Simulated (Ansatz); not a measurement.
**Phonons of HfB (Fm-3m) against volume**

Aim: how the phonons of HfB (Fm-3m) shift with volume, and the thermal expansion that follows.

Program: Ansatz 0.2.0. Level of theory: DFT PBEsol, scalar-relativistic, plane waves, PAW. Results are calculated unless marked as measured.

Most raw output is cut from this account.

### Step 1. Set-up

It takes space group Fm-3m (No. 225, cubic). The conventional cell has a = 4.787 Å, b = 4.787 Å, c = 4.787 Å, α = 90.00°, β = 90.00°, γ = 90.00°. Nearest to Hf lie 6 B at 2.39 Å. Nearest to B lie 6 Hf at 2.39 Å. Farther neighbours are not listed.

Structure file:

```cif
data_structure
_symmetry_space_group_name_H-M 'Fm-3m'
_symmetry_Int_Tables_number 225
_cell_length_a 4.7873
_cell_length_b 4.7873
_cell_length_c 4.7873
_cell_angle_alpha 90.000
_cell_angle_beta 90.000
_cell_angle_gamma 90.000
_cell_volume 109.71
loop_
_atom_site_label
_atom_site_type_symbol
_atom_site_symmetry_multiplicity
_atom_site_Wyckoff_symbol
_atom_site_fract_x
_atom_site_fract_y
_atom_site_fract_z
_atom_site_occupancy
Hf1 Hf 4 b 0.50000 0.00000 0.00000 1
B1 B 4 a 0.00000 0.00000 0.00000 1
```

### Step 2. Response at finite wavevector

The cell comes from relaxations at this level that are not shown. Stability and thermal properties need the whole zone. Linear response on a 4×4×4 q mesh gives force constants as far as a supercell of that size would.

input.yaml

```yaml
crystal:
  lattice:
    - [0.0, 2.393636569, 2.393636569]
    - [2.393636569, 0.0, 2.393636569]
    - [2.393636569, 2.393636569, 0.0]
  atoms:
    - { symbol: Hf, position: [0.5, 0.5, 0.5] }
    - { symbol: B, position: [0.0, 0.0, 0.0] }
kpoints:
  mp_grid: { grid: [16, 16, 16] }
hamiltonian:
  xc: pbesol
scf:
  occupations: { method: methfessel_paxton, width: 0.15 }
output:
  eigenvalues: true
phonons:
  method: dfpt
  qmesh: [4, 4, 4]
  temperatures: { t_max: 1000, t_step: 50 }
  qpath:
    path:
      - [[0.0, 0.0, 0.0], [0.5, 0.0, 0.5], [0.625, 0.25, 0.625]]
      - [[0.375, 0.375, 0.75], [0.0, 0.0, 0.0], [0.5, 0.5, 0.5], [0.5, 0.25, 0.75], [0.5, 0.0, 0.5]]
    npoints: 10
```

Run with:

```
> ansatz run input.yaml --threads 4 --pin off --max-ram 7168MiB --backend cpu --events-out ev --progress --plain --runs-dir out
```

Elapsed: 17 min, on 4 threads of Arm Neoverse N1, shared host; peak memory 4.7 GiB; 62 min of CPU time.

Numbers from this step:

```
volume per atom                                            : 13.71 Å³
gap on the k-mesh                                          : 0 eV
sum-rule residual before enforcement                       : 1.04e-5 eV/Å²
lowest frequency on the path                               : 0 cm⁻¹
point group                                                : m-3m
highest frequency on the path or at a solved wavevector    : 575.9 cm⁻¹
mean frequency                                             : 314.2 cm⁻¹
Debye temperature (second moment)                          : 678 K
logarithmic mean frequency                                 : 251.4 cm⁻¹
highest optical mode at the zone centre (no LO-TO term)    : 469.6 cm⁻¹
lowest optical zone-centre mode                            : 469.6 cm⁻¹
lowest mode on the q mesh (acoustic modes at Γ apart)      : 74.31 cm⁻¹
zero-point energy per atom                                 : 58.42 meV
heat capacity at 300 K                                     : 19.98 J/(mol atoms K)
vibrational entropy at 300 K                               : 23.09 J/(mol atoms K)
edges of the widest gap between branches, on path and mesh : 159.3, 451 cm⁻¹
```

Frequencies (cm⁻¹) solved at each irreducible wavevector; negative means imaginary. Frequencies by wavevector, by row:

| q in reciprocal lattice units | star | mode 1 | mode 2 | mode 3 | mode 4 | mode 5 | mode 6 |
| --- | --- | --- | --- | --- | --- | --- | --- |
| 0 0 0 | 1 | 0 | 0 | 0 | 469.6 | 469.6 | 469.6 |
| 0 0 0.25 | 8 | 100 | 100 | 129.2 | 483.1 | 483.1 | 508.7 |
| 0 0 -0.5 | 4 | 146.6 | 148.3 | 148.3 | 461.7 | 461.7 | 497.1 |
| 0 0.25 0.25 | 6 | 74.3 | 74.3 | 149.1 | 490.4 | 501 | 501 |
| 0 0.25 -0.5 | 24 | 129.9 | 137.5 | 155.7 | 484.8 | 495.4 | 542.4 |
| 0 0.25 -0.25 | 12 | 111.1 | 145.3 | 147.8 | 451.1 | 490.4 | 518.4 |
| 0 -0.5 -0.5 | 3 | 120.7 | 120.7 | 159.3 | 488.7 | 488.7 | 575.9 |
| 0.25 -0.5 -0.25 | 6 | 140 | 140 | 145.9 | 453.2 | 525.3 | 525.3 |

Symmetry leaves 8 wavevectors to solve. The lowest mode among them, the acoustic zeros apart, lies at q = (0, 0.25, 0.25) and is real, 74.3 cm⁻¹.

### Step 3. Relaxing at another volume, volume ratio 0.97

The volume is scaled by 0.97 and held; symmetry leaves nothing to relax, so this is a single point. The modes can then be followed against volume.

input.yaml, the sections that differ from step 2:

```yaml
crystal:
  lattice:
    - [0.0, 2.3694567687, 2.3694567687]
    - [2.3694567687, 0.0, 2.3694567687]
    - [2.3694567687, 2.3694567687, 0.0]
  atoms:
    - { symbol: Hf, position: [0.5, 0.5, 0.5] }
    - { symbol: B, position: [0.0, 0.0, 0.0] }
output:
  forces: true
  stress: true
  eigenvalues: true
# kpoints, hamiltonian, scf: as in step 2
# phonons: removed
```

Elapsed: 2.3 s, on 4 threads; peak memory 0.37 GiB; 7.2 s of CPU time.

This step gave:

| Property | Result |
| --- | --- |
| pressure | 5.799 GPa |
| volume per atom | 13.30 Å³ |

The run ends at a pressure of 5.80 GPa.

### Step 4. Phonons at the other volume, volume ratio 0.97

The phonons are repeated at this volume on the same k and q meshes.

input.yaml, the sections that differ from step 3:

```yaml
output:
  eigenvalues: true
phonons:
  method: dfpt
  qmesh: [4, 4, 4]
  temperatures: { t_max: 1000, t_step: 50 }
  qpath:
    path:
      - [[0.0, 0.0, 0.0], [0.5, 0.0, 0.5], [0.625, 0.25, 0.625]]
      - [[0.375, 0.375, 0.75], [0.0, 0.0, 0.0], [0.5, 0.5, 0.5], [0.5, 0.25, 0.75], [0.5, 0.0, 0.5]]
    npoints: 10
# crystal, kpoints, hamiltonian, scf: as in step 3
```

Wall time 17 min (4 threads); peak memory 4.6 GiB; 62 min of CPU time.

Numbers from this step:

| Property | Result |
| --- | --- |
| sum-rule residual before enforcement | 6.91e-6 eV/Å² |
| highest frequency on the path or at a solved wavevector | 598.5 cm⁻¹ |
| mean frequency | 326.6 cm⁻¹ |
| Debye temperature (second moment) | 705 K |
| logarithmic mean frequency | 261.1 cm⁻¹ |
| highest optical mode at the zone centre (no LO-TO term) | 491.9 cm⁻¹ |
| lowest optical zone-centre mode | 491.9 cm⁻¹ |
| lowest mode on the q mesh (acoustic modes at Γ apart) | 74.96 cm⁻¹ |
| zero-point energy per atom | 60.74 meV |
| heat capacity at 300 K | 19.67 J/(mol atoms K) |
| vibrational entropy at 300 K | 22.34 J/(mol atoms K) |
| edges of the widest gap between branches, on path and mesh | 164.5, 468.6 cm⁻¹ |

Frequencies (cm⁻¹) solved at each irreducible wavevector; negative means imaginary. Frequencies by wavevector, by row:

| q in reciprocal lattice units | star | mode 1 | mode 2 | mode 3 | mode 4 | mode 5 | mode 6 |
| --- | --- | --- | --- | --- | --- | --- | --- |
| 0 0 0 | 1 | 0 | 0 | 0 | 491.9 | 491.9 | 491.9 |
| 0 0 0.25 | 8 | 104.5 | 104.5 | 135 | 505 | 505 | 527.5 |
| 0 0 -0.5 | 4 | 155.8 | 155.8 | 156.1 | 480.2 | 480.2 | 510.3 |
| 0 0.25 0.25 | 6 | 75 | 75 | 156.9 | 508 | 523 | 523 |
| 0 0.25 -0.5 | 24 | 134.1 | 142.3 | 161.9 | 505.6 | 515.6 | 562.4 |
| 0 0.25 -0.25 | 12 | 113.2 | 153.8 | 155.1 | 468.9 | 505.4 | 540.4 |
| 0 -0.5 -0.5 | 3 | 122.5 | 122.5 | 164.5 | 509 | 509 | 598.5 |
| 0.25 -0.5 -0.25 | 6 | 143.3 | 143.3 | 153.7 | 468.6 | 547 | 547 |

The highest optical mode at the zone centre (no LO-TO term) is 491.9 cm⁻¹, +22.3 cm⁻¹ against the base run.

### Step 5. Relaxing at another volume, volume ratio 1.03

The volume is scaled by 1.03 and held; symmetry leaves nothing to relax, so this is a single point. The modes can then be followed against volume.

input.yaml, the sections that differ from step 4:

```yaml
crystal:
  lattice:
    - [0.0, 2.4173374824, 2.4173374824]
    - [2.4173374824, 0.0, 2.4173374824]
    - [2.4173374824, 2.4173374824, 0.0]
  atoms:
    - { symbol: Hf, position: [0.5, 0.5, 0.5] }
    - { symbol: B, position: [0.0, 0.0, 0.0] }
output:
  forces: true
  stress: true
  eigenvalues: true
# kpoints, hamiltonian, scf: as in step 4
# phonons: removed
```

The job ended after 2 s (4 threads; peak memory 0.37 GiB).

Numbers from this step:

```yaml
pressure: -5.015 GPa
volume_per_atom: 14.13 Å³
```

The run ends at a pressure of -5.01 GPa.

### Step 6. Phonons at the other volume, volume ratio 1.03

input.yaml, the sections that differ from step 5:

```yaml
output:
  eigenvalues: true
phonons:
  method: dfpt
  qmesh: [4, 4, 4]
  temperatures: { t_max: 1000, t_step: 50 }
  qpath:
    path:
      - [[0.0, 0.0, 0.0], [0.5, 0.0, 0.5], [0.625, 0.25, 0.625]]
      - [[0.375, 0.375, 0.75], [0.0, 0.0, 0.0], [0.5, 0.5, 0.5], [0.5, 0.25, 0.75], [0.5, 0.0, 0.5]]
    npoints: 10
# crystal, kpoints, hamiltonian, scf: as in step 5
```

Wall time 23 min (4 threads); peak memory 4 GiB; 78 min of CPU time.

This step gave:

```
sum-rule residual before enforcement                       : 1.67e-5 eV/Å²
highest frequency on the path or at a solved wavevector    : 554.1 cm⁻¹
mean frequency                                             : 302 cm⁻¹
Debye temperature (second moment)                          : 651 K
logarithmic mean frequency                                 : 241.8 cm⁻¹
highest optical mode at the zone centre (no LO-TO term)    : 448.2 cm⁻¹
lowest optical zone-centre mode                            : 448.2 cm⁻¹
lowest mode on the q mesh (acoustic modes at Γ apart)      : 73.61 cm⁻¹
zero-point energy per atom                                 : 56.16 meV
heat capacity at 300 K                                     : 20.27 J/(mol atoms K)
vibrational entropy at 300 K                               : 23.86 J/(mol atoms K)
edges of the widest gap between branches, on path and mesh : 154.1, 433.6 cm⁻¹
```

Frequencies (cm⁻¹) solved at each irreducible wavevector; negative means imaginary. Frequencies by wavevector, by row:

| q in reciprocal lattice units | star | mode 1 | mode 2 | mode 3 | mode 4 | mode 5 | mode 6 |
| --- | --- | --- | --- | --- | --- | --- | --- |
| 0 0 0 | 1 | 0 | 0 | 0 | 448.2 | 448.2 | 448.2 |
| 0 0 0.25 | 8 | 95.6 | 95.6 | 123.5 | 461.4 | 461.4 | 490.4 |
| 0 0 -0.5 | 4 | 137.4 | 140.9 | 140.9 | 443.6 | 443.6 | 483.9 |
| 0 0.25 0.25 | 6 | 73.6 | 73.6 | 141.3 | 473.2 | 479.7 | 479.7 |
| 0 0.25 -0.5 | 24 | 125.6 | 132.6 | 149.6 | 464.4 | 475.7 | 523 |
| 0 0.25 -0.25 | 12 | 108.8 | 137.1 | 140.7 | 433.7 | 475.4 | 497.1 |
| 0 -0.5 -0.5 | 3 | 118.6 | 118.6 | 154.1 | 469.5 | 469.5 | 554.1 |
| 0.25 -0.5 -0.25 | 6 | 136.6 | 136.6 | 138.2 | 438 | 504.5 | 504.5 |

The highest optical mode at the zone centre (no LO-TO term) is 448.2 cm⁻¹, -21.4 cm⁻¹ against the base run.

### Step 7. Grüneisen parameters

The Grüneisen parameter of a mode is minus the logarithmic change of its frequency with volume, −d ln ω / d ln V; weighted by heat capacity it gives the expansion.

Numbers from this step:

```
bulk modulus : 180.2 GPa
```

Phonon branches along the path, in cm⁻¹:

| point | branch 1 | branch 2 | branch 3 | branch 4 | branch 5 | branch 6 |
| --- | --- | --- | --- | --- | --- | --- |
| Γ | 0 | 0 | 0 | 470 | 470 | 470 |
| halfway | 74 | 74 | 149 | 490 | 501 | 501 |
| X | 121 | 121 | 159 | 489 | 489 | 576 |
| halfway | 124 | 130 | 158 | 486 | 494 | 571 |
| U | 133 | 142 | 151 | 474 | 499 | 555 |
| jump to K | 133 | 142 | 151 | 474 | 499 | 555 |
| halfway | 83 | 129 | 141 | 461 | 493 | 512 |
| Γ | 0 | 0 | 0 | 470 | 470 | 470 |
| halfway | 100 | 100 | 129 | 483 | 483 | 509 |
| L | 147 | 148 | 148 | 462 | 462 | 497 |
| halfway | 137 | 145 | 151 | 463 | 497 | 528 |
| W | 140 | 140 | 146 | 453 | 525 | 525 |
| halfway | 128 | 135 | 156 | 475 | 502 | 563 |
| X | 121 | 121 | 159 | 489 | 489 | 576 |

The same for volume x 0.97:

| point | branch 1 | branch 2 | branch 3 | branch 4 | branch 5 | branch 6 |
| --- | --- | --- | --- | --- | --- | --- |
| Γ | 0 | 0 | 0 | 492 | 492 | 492 |
| X | 122 | 122 | 164 | 509 | 509 | 598 |
| U | 137 | 147 | 156 | 494 | 518 | 577 |
| K | 137 | 147 | 156 | 494 | 518 | 577 |
| Γ | 0 | 0 | 0 | 492 | 492 | 492 |
| L | 156 | 156 | 156 | 480 | 480 | 510 |
| W | 143 | 143 | 154 | 469 | 547 | 547 |
| X | 122 | 122 | 164 | 509 | 509 | 598 |

The same for volume x 1.03:

| point | branch 1 | branch 2 | branch 3 | branch 4 | branch 5 | branch 6 |
| --- | --- | --- | --- | --- | --- | --- |
| Γ | 0 | 0 | 0 | 448 | 448 | 448 |
| X | 119 | 119 | 154 | 470 | 470 | 554 |
| U | 129 | 137 | 147 | 455 | 481 | 533 |
| K | 129 | 137 | 147 | 455 | 481 | 533 |
| Γ | 0 | 0 | 0 | 448 | 448 | 448 |
| L | 137 | 141 | 141 | 444 | 444 | 484 |
| W | 137 | 137 | 138 | 438 | 504 | 504 |
| X | 119 | 119 | 154 | 470 | 470 | 554 |

Mode Grueneisen parameter -dln(w)/dln(V), modes matched by rank; at Γ the acoustic branches take the value of a neighbouring point of the path. The mode Grüneisen parameters at the labelled points ():

| point | branch 1 | branch 2 | branch 3 | branch 4 | branch 5 | branch 6 |
| --- | --- | --- | --- | --- | --- | --- |
| Γ | 0.52 | 0.52 | 1.58 | 1.55 | 1.55 | 1.55 |
| halfway | 0.31 | 0.31 | 1.74 | 1.18 | 1.44 | 1.44 |
| X | 0.54 | 0.54 | 1.09 | 1.35 | 1.35 | 1.28 |
| halfway | 0.67 | 0.79 | 1.07 | 1.37 | 1.33 | 1.30 |
| U | 1.00 | 1.19 | 0.99 | 1.38 | 1.25 | 1.32 |
| jump to K | 1.00 | 1.19 | 0.99 | 1.38 | 1.25 | 1.32 |
| halfway | 0.44 | 1.66 | 1.81 | 1.40 | 1.11 | 1.45 |
| Γ | 0.48 | 1.60 | 1.34 | 1.55 | 1.55 | 1.55 |
| halfway | 1.48 | 1.48 | 1.48 | 1.50 | 1.50 | 1.22 |
| L | 2.09 | 1.67 | 1.71 | 1.32 | 1.32 | 0.89 |
| halfway | 1.10 | 1.34 | 1.69 | 1.29 | 1.36 | 1.17 |
| W | 0.80 | 0.80 | 1.77 | 1.13 | 1.35 | 1.35 |
| halfway | 0.60 | 1.15 | 1.02 | 1.27 | 1.39 | 1.31 |
| X | 0.54 | 0.54 | 1.09 | 1.35 | 1.35 | 1.28 |

(dS/dlnV)/C_V. Thermodynamic Grueneisen parameter against temperature:

| temperature (K) | thermodynamic Grueneisen parameter |
| --- | --- |
| 50 | 1.16 |
| 100 | 1.23 |
| 150 | 1.25 |
| 200 | 1.26 |
| 250 | 1.26 |
| 300 | 1.27 |
| 350 | 1.27 |
| 400 | 1.27 |
| 450 | 1.27 |
| 500 | 1.27 |
| 550 | 1.27 |
| 600 | 1.27 |
| 650 | 1.27 |
| 700 | 1.27 |
| 750 | 1.28 |
| 800 | 1.28 |
| 850 | 1.28 |
| 900 | 1.28 |
| 950 | 1.28 |
| 1000 | 1.28 |

Gamma C_V/(B V) at the static volume. Table of volume expansion by temperature:

| temperature (K) | volume expansion (1e-6/K) |
| --- | --- |
| 50 | 3.49 |
| 100 | 8.12 |
| 150 | 11.2 |
| 200 | 13.8 |
| 250 | 15.7 |
| 300 | 17.0 |
| 350 | 18.0 |
| 400 | 18.7 |
| 450 | 19.2 |
| 500 | 19.6 |
| 550 | 19.9 |
| 600 | 20.1 |
| 650 | 20.3 |
| 700 | 20.4 |
| 750 | 20.6 |
| 800 | 20.6 |
| 850 | 20.7 |
| 900 | 20.8 |
| 950 | 20.9 |
| 1000 | 20.9 |

### Step 8. Outcome

| Property | Result |
| --- | --- |
| bulk modulus | 180 GPa |
| thermodynamic Grüneisen parameter at 300 K | 1.269 |
| volume expansion at 300 K, estimated | 17.04 × 10⁻⁶ K⁻¹ |

**Reading.** By this estimate the volume grows by 17.0 × 10⁻⁶ per kelvin at 300 K. The highest optical mode at Γ goes from 492 to 448 cm⁻¹ as the cell grows, a Grüneisen parameter of 1.55. Mode parameters on the path run from 0.16 to 2.1, with a median of 1.3. Branches are matched by rank, so values near crossings are rough. The expansion is the Grüneisen estimate at the static volume, with the static bulk modulus. With no gap, or one that is small against the smearing, the frequencies hang on the k mesh and the smearing, most of all near Kohn anomalies. The phonon runs are without spin polarisation, although the cell has an odd electron count. Spin-orbit coupling is left out, which can matter for the heavy elements here.

[Logs are printed without paths, hosts, clocks, repeated set-up lines and the standing remarks that a program may print on its own settings, such as how far it seeks lower states.]

[Hosts, paths, dates, database ids (printed as entryN), source tags and the programs' standing remarks are cut or masked in the printed files.]
